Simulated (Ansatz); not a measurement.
## Sensitivity of the G0W0 gap of TiO2 (Rutile)

A base run on TiO2 (Rutile), then changed inputs.

Main program and level: Ansatz 0.2.0; G0W0 on r2SCAN, plane waves, PAW.

Most raw output is cut from this account.

### 1. The structure

It takes space group P4_2/mnm (No. 136, tetragonal). Conventional cell: a = 4.592 Å, b = 4.592 Å, c = 2.957 Å, α = 90.00°, β = 90.00°, γ = 90.00°. Ti has 6 O at 1.95 to 1.98 Å nearest. Nearest to O lie 3 Ti at 1.95 to 1.98 Å. Farther neighbours and most contacts between anions are not listed.

The cell and positions come from the Crystallography Open Database and are kept as given unless a step says otherwise. The default PAW set here is soft_2. Its files were made with PBE.

### 2. The base run: 4×4×4 mesh, 229 empty bands, screening to 138 eV

G0W0 replaces the xc potential by the self-energy, built once from these orbitals. Only a window of levels is corrected, while the sums run over the empty bands that the input names.

Contents of input.yaml:

```yaml
crystal:
  lattice:
    - [4.5922, 0.0, 0.0]
    - [0.0, 4.5922, 0.0]
    - [0.0, 0.0, 2.9574]
  atoms:
    - { symbol: Ti, position: [0.0, 0.0, 0.0] }
    - { symbol: Ti, position: [0.5, 0.5, 0.5] }
    - { symbol: O, position: [0.30496, 0.30496, 0.0] }
    - { symbol: O, position: [0.19504, 0.80496, 0.5] }
    - { symbol: O, position: [0.69504, 0.69504, 0.0] }
    - { symbol: O, position: [0.80496, 0.19504, 0.5] }
kpoints:
  mp_grid: { grid: [4, 4, 4] }
hamiltonian:
  xc: r2scan
scf:
  occupations: { method: fixed }
gw:
  n_empty_bands: 229
  ecut_chi: 138
  qp_bands: [v2, c2]
  qp_kpoints: band_edges
  screening: { model: contour_deformation }
```

The run is started by

```bash
ansatz run input.yaml --threads 2 --pin off --max-ram 92160MiB --backend cuda --events-out ev --progress --plain --runs-dir out --devices 1 --max-vram 13GiB  # rebuilt from the run's record
```

It took 23 s on 1 × NVIDIA H100 80GB HBM3 (shared by 6 runs) with 2 threads of AMD EPYC 7R13 (Zen 3), shared host; peak memory 1.4 GiB.

Numbers from this step:

```
bands summed                                 : 253
RPA ε∞ on this mesh (eigenvalues)            : 6.334, 6.334, 7.815
plane waves in the screening matrix          : 217
q-points in the mesh                         : 64
G0W0 gap on the mesh                         : 3.191 eV
k of the valence top                         : 0, 0, 0
k of the conduction bottom                   : 0, -0.5, -0.5
starting gap on the mesh                     : 2.226 eV
Z at the valence top                         : 0.7186
Z at the conduction bottom                   : 0.7264
least direct G0W0 gap on the computed points : 3.239 eV
```

The gap on the mesh goes from 2.23 eV to 3.19 eV, a correction of +0.97 eV, though a band edge has moved to another state.

### 3. Variant: larger pair-density box

input.yaml: that of step 2 with these lines changed.

```diff
@@ -19,4 +19,4 @@
 gw:
-  n_empty_bands: 229
-  ecut_chi: 138
+  n_empty_bands: 141
+  ecut_chi: 100
   qp_bands: [v2, c2]
@@ -24 +24,2 @@
   screening: { model: contour_deformation }
+  ecutfock_ratio: 2
```

It took 9.7 s on 1 × NVIDIA H100 80GB HBM3 (shared by 6 runs) with 2 threads; peak memory 1.2 GiB.

The G0W0 gap on the mesh is 3.198 eV.

Against the base:

```csv
setting,base,variant
empty bands,229,141
screening cutoff (eV),138,100
ecutfock ratio,-,2
```

```csv
quantity,variant,base
starting gap on the mesh,2.226,2.226
G0W0 gap on the mesh,3.198,3.191
least direct G0W0 gap on the computed points,3.250,3.239
Z at the valence top,0.722,0.719
Z at the conduction bottom,0.729,0.726
```

### 4. Variant: low screening cutoff

input.yaml: that of step 3 with these lines changed.

```diff
@@ -19,4 +19,4 @@
 gw:
-  n_empty_bands: 141
-  ecut_chi: 100
+  n_empty_bands: 186
+  ecut_chi: 40
   qp_bands: [v2, c2]
@@ -24,2 +24 @@
   screening: { model: contour_deformation }
-  ecutfock_ratio: 2
```

Run time: 11 s. Hardware: 1 × NVIDIA H100 80GB HBM3 (shared by 6 runs) with 2 threads; peak memory 1.3 GiB.

Against the base:

```csv
setting,base,variant
empty bands,229,186
screening cutoff (eV),138,40
```

```csv
quantity,variant,base
starting gap on the mesh,2.226,2.226
G0W0 gap on the mesh,3.568,3.191
least direct G0W0 gap on the computed points,3.624,3.239
Z at the valence top,0.739,0.719
Z at the conduction bottom,0.741,0.726
```

### 5. Results

* base: 3.19 eV, 23 s
* larger pair-density box: 3.20 eV, 9.7 s
* low screening cutoff: 3.57 eV, 11 s

In words: Larger pair-density box: the gap moves by +0.01 eV and the time by a factor of 0.42. The variant differs from the base in empty bands, screening cutoff and ecutfock ratio together, so the change can't be laid to one of them. Low screening cutoff: the gap moves by +0.38 eV and the time by a factor of 0.46; such settings are too crude to quote. The variant differs from the base in empty bands and screening cutoff together, so the change can't be laid to one of them. All runs here use a coarse mesh and modest cutoffs; they test settings and are not final values. The 4×4×4 mesh is coarse for this cell (its supercell is 12 Å along the shortest edge). The RPA ε∞ on it, from the r2SCAN start, is 6.33 and 7.82; such meshes misread the long-range screening, most where the gap is narrow.

[Paths, hosts, dates, memory and timing lines, banners, echoed tables and standing remarks are left out of the program output.]

[Logs are printed without paths, hosts, clocks, repeated set-up lines and the standing remarks that a program may print on its own settings, such as how far it seeks lower states.]

[Runs of the session that timed out or met a known fault of the program may be left out.]

[Cells called generated may have been cut or substituted from an entry of the Crystallography Open Database or the Materials Project.]

[Hosts, paths, dates, database ids (printed as entryN), source tags and the programs' standing remarks are cut or masked in the printed files.]
